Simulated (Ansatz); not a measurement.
# CdInCl3 in Imma, a phase reached by a soft mode: a soft mode frozen in, part 3 of 3

Wanted: the energy along a soft mode of CdInCl3 in Imma, a phase reached by a soft mode and the structure at the end.

Ansatz 0.2.0; DFT PBEsol, scalar-relativistic, plane waves, PAW; PAW set soft_1.

So far. Step 5 (Energy along the mode, all amplitudes (two of the runs …): The lowest of the steps tried is at 0.22 Å, 0.216 meV/atom below the parent; the bottom of the well need not coincide with a step. Step 7 (The new phase in its own primitive cell): The largest force component left is 0.63 meV/Å and the pressure is -0.007 GPa, within the tolerances set. The cell now holds 26.35 Å³/atom.

The structure was built from a prototype and need not be the compound's stable phase.

**8. Modes of the new phase**

A relaxed structure may still be a saddle point, so its zone-centre modes are computed. The response to a homogeneous field gives the Born charges and the dielectric tensor.

input.yaml reads:

```yaml
crystal:
  lattice:
    - [-4.9864209372, 3.6833102884, 3.5872076561]
    - [4.9864209372, -3.6833102884, 3.5872076561]
    - [4.9864209372, 3.6833102884, -3.5872076561]
  atoms:
    - { symbol: In, position: [0.0025927468, 0.7322517911, 0.7703409557] }
    - { symbol: In, position: [0.9619108354, 0.2322517911, 0.2296590443] }
    - { symbol: Cd, position: [0.5027874827, 0.5027874827, 0.0] }
    - { symbol: Cd, position: [0.5027874827, 0.0027874827, 0.5] }
    - { symbol: Cl, position: [0.6190191374, 0.7811790482, 0.3378400892] }
    - { symbol: Cl, position: [0.443338959, 0.2811790482, 0.6621599108] }
    - { symbol: Cl, position: [0.5042552644, 0.8071567755, 0.7990910126] }
    - { symbol: Cl, position: [0.5042552644, 0.2051642519, 0.197098489] }
    - { symbol: Cl, position: [0.0080657629, 0.7051642519, 0.2009089874] }
    - { symbol: Cl, position: [0.0080657629, 0.3071567755, 0.802901511] }
kpoints:
  mp_grid: { grid: [6, 6, 6] }
hamiltonian:
  xc: pbesol
  pseudopotentials: { kind: paw, azcp: { folder: soft_1 }, xc_functional: pbe }
scf:
  occupations: { method: fixed }
output:
  eigenvalues: true
phonons:
  method: dfpt
  dielectric: true
  rigid_motions: translations
```

Started as:

```sh
$ ansatz run input.yaml --threads 4 --pin off --max-ram 16384MiB --backend cpu --events-out ev --progress --plain --runs-dir out
```

Numbers of over 12 decimals in the logs are rounded to 6 here.

What it wrote:

```text
[...]
Crystal: 10 atoms, lattice volume = 263.538 Å³
Basis set: ecut = 420 eV, 5127 PW (Γ), exchange–correlation on 96×96×96 points (8 copies of the dense FFT grid, shifted against one another)
Bands: 65, of which v1, the nominal top of the filled ones, is band 54 counted from 1 (53 counted from 0)
Symmetry: 4 space group operations
k-points: 112 of 216 (irreducible under 1 space group operation, time reversal used)
[...]
SCF iter   1: F=—  HF=-33796.721353 eV  |F-HF|=—  |Δ(HF+E_count)|=         —  Δρ=5.33e-2  dr2=8.94e0  ethr=3.10e-3  ⟨swp⟩=5.0  Hψ=23631  notcnv=0  defer=926
[...]
SCF iter  11: F=-33793.281544 eV  HF=-33793.281544 eV  |F-HF|=2.91e-11  |Δ(HF+E_count)|=  4.07e-10  Δρ=1.09e-7  dr2=4.85e-11  ethr=1.00e-12  ⟨swp⟩=19.3  Hψ=53843  notcnv=0
SCF 1 converged in 11 iterations: F = -33793.281544 eV  dr2 = 4.85e-11
[...]
NSCF: frozen V_eff on 5 k-points
[...]
Bands: 55, of which v1, the nominal top of the filled ones, is band 54 counted from 1 (53 counted from 0)
k-points: 45 of 216 (time reversal used)
[...]
Eigensolver: Dense (45 Hₖ)
SCF iter   1: F=—  HF=-33793.057697 eV  |F-HF|=—  |Δ(HF+E_count)|=         —  Δρ=6.21e-4  dr2=3.90e-4  ethr=1.00e-1
[...]
SCF iter   5: F=-33793.057779 eV  HF=-33793.057779 eV  |F-HF|=6.17e-8  |Δ(HF+E_count)|=   1.17e-7  Δρ=4.54e-6  dr2=7.42e-8  ethr=6.24e-10
SCF 1 converged in 5 iterations: F = -33793.057779 eV  dr2 = 7.42e-8
[...]
SCF converged after 11 iterations
Free energy (F): -33793.281544 eV
[...]
Internal energy: -33793.281544 eV  (E = F + TS)
E sigma→0 (E₀):  -33793.281544 eV
Fermi energy:    4.776158 eV
[...]
--- Band table (eV; the first three rows and the last of 112) ---
  k-point 0: bands = [... 50 lower, 3.6042, 3.7424, 3.7608, 4.2458, 6.3311, 9.8305, 9.9337, 9.9744, ... 7 higher]
  k-point 1: bands = [... 50 lower, 3.5600, 3.6731, 3.9841, 4.2865, 6.5120, 9.4039, 9.6183, 9.8121, ... 7 higher]
  k-point 2: bands = [... 50 lower, 3.3337, 3.5012, 4.2140, 4.4347, 7.0831, 8.6418, 8.9834, 9.1987, ... 7 higher]
  k-point 111: bands = [... 50 lower, 3.3572, 3.7334, 4.5688, 4.7691, 7.7990, 8.1238, 8.9226, 9.0841, ... 7 higher]
[...]
ASR residual: 9.726e-5 → 0.000e0 eV/Å²; symmetrization residual: 2.428e-5 eV/Å²
[...]
ε∞ (high-frequency dielectric tensor):
        4.429131    -0.000000    -0.000000
       -0.000000     4.574086    -0.000000
       -0.000000    -0.000000     4.468655
  ε⁰ (static dielectric tensor: ions relaxed, cell fixed):
       16.946130    -0.000000    -0.000000
       -0.000000    22.647720    -0.000000
       -0.000000    -0.000000    55.083505
  ε⁰ − ε∞ (ionic part):
       12.516999    -0.000000    -0.000000
       -0.000000    18.073634    -0.000000
       -0.000000    -0.000000    50.614850
[...]
Born effective charges Z* (e; rows j = field, columns β = displacement):
    site 0:
         1.72757   -0.00000   -0.00000
        -0.00000    2.14216   -0.04434
        -0.00000   -0.06659    2.03349
    site 1:
         1.72757   -0.00000   -0.00000
        -0.00000    2.14216    0.04434
        -0.00000    0.06659    2.03349
    site 2:
         2.75951   -0.12031   -0.00000
        -0.18010    2.70479   -0.00000
        -0.00000   -0.00000    2.64211
    site 3:
         2.75951    0.12031   -0.00000
         0.18010    2.70479   -0.00000
        -0.00000   -0.00000    2.64211
    site 4:
        -1.97352    0.00000    0.00000
         0.00000   -1.42671    0.16750
         0.00000    0.14963   -1.16163
    site 5:
        -1.97352    0.00000    0.00000
         0.00000   -1.42671   -0.16750
         0.00000   -0.14963   -1.16163
    site 6:
        -1.25678   -0.09464   -0.04549
        -0.09360   -1.71012    0.26164
        -0.01598    0.27276   -1.75698
    site 7:
        -1.25678    0.09464    0.04549
         0.09360   -1.71012    0.26164
         0.01598    0.27276   -1.75698
    site 8:
        -1.25678   -0.09464    0.04549
        -0.09360   -1.71012   -0.26164
         0.01598   -0.27276   -1.75698
    site 9:
        -1.25678    0.09464   -0.04549
         0.09360   -1.71012   -0.26164
        -0.01598   -0.27276   -1.75698
  Z* charge neutrality: 2.005e-2 e pre-enforcement
[...]
optical modes at Γ without the LO–TO term, one row a degenerate level:
      ω (cm⁻¹)  modes    IR ((D/Å)²/amu)
         29.90      1             4.1795
[...]
optical modes at Γ + LO–TO along q̂ = [1.0000, 0.0000, 0.0000]:
      ω (cm⁻¹)  modes    IR ((D/Å)²/amu)
[...]
optical modes at Γ + LO–TO along q̂ = [0.0000, 1.0000, 0.0000]:
      ω (cm⁻¹)  modes    IR ((D/Å)²/amu)
[...]
optical modes at Γ + LO–TO along q̂ = [0.0000, 0.0000, 1.0000]:
      ω (cm⁻¹)  modes    IR ((D/Å)²/amu)
[...]
116.45      1             0.6843
        119.26      1             0.0000
        123.23      1             0.6401
        123.93      1             0.9549
        132.57      1             3.9576
        144.75      1             0.0000
        145.32      1             0.5212
        147.94      1             1.3496
        235.49      1             3.9069
        240.00      1             4.8289
        243.23      1             9.2525
        277.92      1             0.0000
```

Wall time 17 min (4 threads of Arm Neoverse V2, shared host); peak memory 7.1 GiB.

Numbers from this step:

- sum-rule residual before enforcement: 9.73e-5 eV/Å²
- miss of the charge sum rule: 0.02005 e
- estimated error of the dielectric tensor: 0.01199
- estimated error of the Born charges: 0.03861 e
- point group: mm2
- highest optical mode at the zone centre (no LO-TO term): 277.9 cm⁻¹
- lowest optical zone-centre mode: 29.9 cm⁻¹
- mean high-frequency dielectric constant: 4.491
- largest Born charge (third of the trace): 2.702 e
- mean static dielectric constant: 31.56
- top of the zone-centre spectrum with the field: 277.9 cm⁻¹

Without the LO-TO term. Patterns of degenerate modes are one choice out of their space. Modes at Γ, with each element's share of the kinetic energy:

| mode | frequency (cm⁻¹) | symmetry | In % | Cd % | Cl % |
| --- | --- | --- | --- | --- | --- |
| 1 | 0.0 | acoustic | 34 | 34 | 32 |
| 2 | 0.0 | acoustic | 34 | 34 | 32 |
| 3 | 0.0 | acoustic | 34 | 34 | 32 |
| 4 | 29.9 | A1 | 57 | 5 | 38 |
| 5 | 33.9 | B2 | 82 | 1 | 17 |
| 6 | 38.5 | A2 | 97 | 1 | 2 |
| 7 | 41.5 | B1 | 48 | 23 | 29 |
| 8 | 51.4 | B2 | 37 | 23 | 40 |
| 9 | 51.9 | A1 | 73 | 16 | 11 |
| 10 | 56.2 | B2 | 30 | 19 | 51 |
| 11 | 57.1 | B1 | 6 | 21 | 73 |
| 12 | 58.7 | A1 | 28 | 34 | 38 |
| 13 | 74.3 | A1 | 6 | 0 | 94 |
| 14 | 78.2 | B2 | 17 | 23 | 61 |
| 15 | 83.5 | B1 | 10 | 17 | 73 |
| 16 | 83.7 | A2 | 1 | 7 | 92 |
| 17 | 98.1 | B2 | 0 | 14 | 86 |
| 18 | 101.2 | A1 | 2 | 0 | 98 |
| 19 | 105.8 | A2 | 2 | 11 | 87 |
| 20 | 116.5 | B2 | 1 | 12 | 88 |
| 21 | 119.3 | A2 | 0 | 68 | 32 |
| 22 | 123.2 | B1 | 1 | 62 | 37 |
| 23 | 125.9 | A1 | 0 | 0 | 100 |
| 24 | 144.8 | A2 | 0 | 13 | 87 |
| 25 | 145.3 | B1 | 0 | 31 | 69 |
| 26 | 147.9 | B2 | 0 | 64 | 36 |
| 27 | 215.6 | A1 | 0 | 11 | 89 |
| 28 | 235.5 | B2 | 0 | 10 | 90 |
| 29 | 240.0 | B1 | 0 | 13 | 87 |
| 30 | 277.9 | A2 | 0 | 0 | 100 |

Displacements in mode 4 (29.9 cm⁻¹), the largest set to 1:
```
In1  0.00  0.17  0.75
In2  0.00 -0.17  0.75
Cd3  0.00  0.00 -0.24
Cd4  0.00  0.00 -0.24
Cl5  0.00  0.10 -1.00
Cl6  0.00 -0.10 -1.00
Cl7  0.11  0.03 -0.34
Cl8 -0.11  0.03 -0.34
Cl9 -0.11 -0.03 -0.34
Cl10 0.11 -0.03 -0.34
```

Displacements in mode 18 (101.2 cm⁻¹), the largest set to 1:
```
In1  0.00 -0.06  0.11
In2  0.00  0.06  0.11
Cd3  0.00  0.00  0.06
Cd4  0.00  0.00  0.06
Cl5  0.00 -0.92  0.07
Cl6  0.00  0.92  0.07
Cl7 -1.00 -0.23 -0.31
Cl8  1.00 -0.23 -0.31
Cl9  1.00  0.23 -0.31
Cl10-1.00  0.23 -0.31
```

Optical modes at the zone centre, without and with the macroscopic field of the longitudinal modes; each column is sorted by frequency, so a row need not hold one and the same mode. Modes with and without the field, by row:

```csv
rank among optical modes,no field (cm⁻¹),"q along (1, 0, 0) (cm⁻¹)","q along (0, 1, 0) (cm⁻¹)","q along (0, 0, 1) (cm⁻¹)"
1,29.9,29.9,29.9,33.9
2,33.9,33.9,37.5,38.5
3,38.5,38.5,38.5,41.5
4,41.5,44.6,41.5,43.6
5,51.4,51.4,51.8,51.4
6,51.9,51.9,51.9,53.4
7,56.2,56.2,56.2,56.2
8,57.1,58.2,57.1,57.1
9,58.7,58.7,58.7,72.2
10,74.3,74.3,74.3,78.2
11,78.2,78.2,83.5,83.5
12,83.5,83.7,83.7,83.7
13,83.7,98.1,98.1,97
14,98.1,101.2,101.2,98.1
15,101.2,105.8,105.8,105.8
16,105.8,116.1,111.7,116.5
17,116.5,116.5,119.3,119.3
18,119.3,119.3,123.2,123.2
19,123.2,125.9,125.9,123.9
20,125.9,135.2,132.4,132.6
21,144.8,144.8,144.8,144.8
22,145.3,147.9,145.3,145.3
23,147.9,154.7,166.6,147.9
24,215.6,215.6,215.6,235.5
25,235.5,235.5,240,240
26,240,263.7,257.2,243.2
27,277.9,277.9,277.9,277.9
```

Born charge (rows field, columns displacement) (e), principal values of the symmetric part by kind of site:

```csv
atom,atoms with these values,low,middle,high,mean
In1,2,1.73,2.01,2.17,1.97
Cd3,2,2.58,2.64,2.88,2.70
Cl5,2,-1.97,-1.50,-1.09,-1.52
Cl7,4,-2.00,-1.50,-1.22,-1.57
```

In full for Cl7:

```
-1.26 -0.09 -0.05
-0.09 -1.71  0.26
-0.02  0.27 -1.76
```

High-frequency dielectric tensor:

```
4.43 0.00 0.00
0.00 4.57 0.00
0.00 0.00 4.47
```

Static dielectric tensor (ions relaxed, fixed cell):

```
16.95  0.00  0.00
 0.00 22.65  0.00
 0.00  0.00 55.08
```

Transverse modes. Lines of the infrared spectrum (strongest = 100):

```
position (cm⁻¹)  lines merged  relative intensity
             30             1                  49
             34             1                 8.0
             38             1                 0.0
             42             1                 7.1
             51             1                 1.4
             52             1                 9.0
             56             1                 0.0
             57             1                 3.4
             59             1                  40
             74             1                 8.5
             78             1                 100
             84             2                  77
             98             1                 0.0
            101             1                 6.6
            106             1                 0.0
            116             1                 7.9
            119             1                 0.0
            123             1                 7.4
            126             1                 0.7
            145             2                 6.1
            148             1                  16
            216             1                  56
            236             1                  45
            240             1                  56
            278             1                 0.0
```

Before it was imposed, the acoustic sum rule was missed by 9.7e-5 eV/Å² and the charge sum rule by 0.020 e. Small misses are needed for a sound result but don't prove that mesh and cutoff are converged. The lowest optical mode is real, 29.9 cm⁻¹.

**9. The phases reached**

The phases reached along the modes that were followed are set side by side.

Energies are those of the first relaxation, on the mesh of the frozen mode; space group, volume and gap are those of the last relaxation. Phases, by row:

```csv
mode frozen in,space group,energy from parent (meV/atom),volume (Å³/atom),gap on mesh (eV),lowest zone-centre optical mode (cm⁻¹),largest shift (Å)
parent,Imma,0,26.29,1.593,–,–
"q = (0, 0, 0), 21i cm⁻¹",Ima2,-0.31,26.35,1.555,29.9,0.183
```

**10. Outcome**

```json
{"unstable mode of the parent": "q = (0, 0, 0), 21i cm⁻¹", "depth at the lowest point sampled": "0.216 meV/atom", "largest atomic shift at that point": "0.22 Å", "space group reached (within 0.01 Å)": "Ima2", "energy gained over the parent (first relaxation, on the mesh of the frozen mode)": "0.306 meV/atom", "volume per atom, phase reached": "26.4 Å³", "gap on the k-mesh, phase reached": "1.55 eV", "lowest optical zone-centre mode, phase reached": "29.9 cm⁻¹", "highest optical mode at the zone centre (no LO-TO term), phase reached": "278 cm⁻¹"}
```

Along this mode the structure falls into Ima2, 0.306 meV/atom below the parent. At the parent's cell the well is 0.216 meV/atom deep on the steps tried, with its lowest point at a shift of 0.22 Å. Relaxing atoms and cell changes the gain by +0.09 meV/atom against the lowest step (energies at zero smearing). The new phase has no imaginary mode at the zone centre of its cell; other wavevectors were not checked. How so shallow a well moves with the k mesh was not tested. Each path keeps the symmetry of its pattern, so a lower phase may lie along a pattern not tried. The PAW files were made for PBE and serve the other functionals too. The starting cell was built on a prototype and not taken from a measurement, so the phase need not exist.

[Logs are printed without paths, hosts, clocks, repeated set-up lines and the standing remarks that a program may print on its own settings, such as how far it seeks lower states.]

[Hosts, paths, dates, database ids (printed as entryN), source tags and the programs' standing remarks are cut or masked in the printed files.]
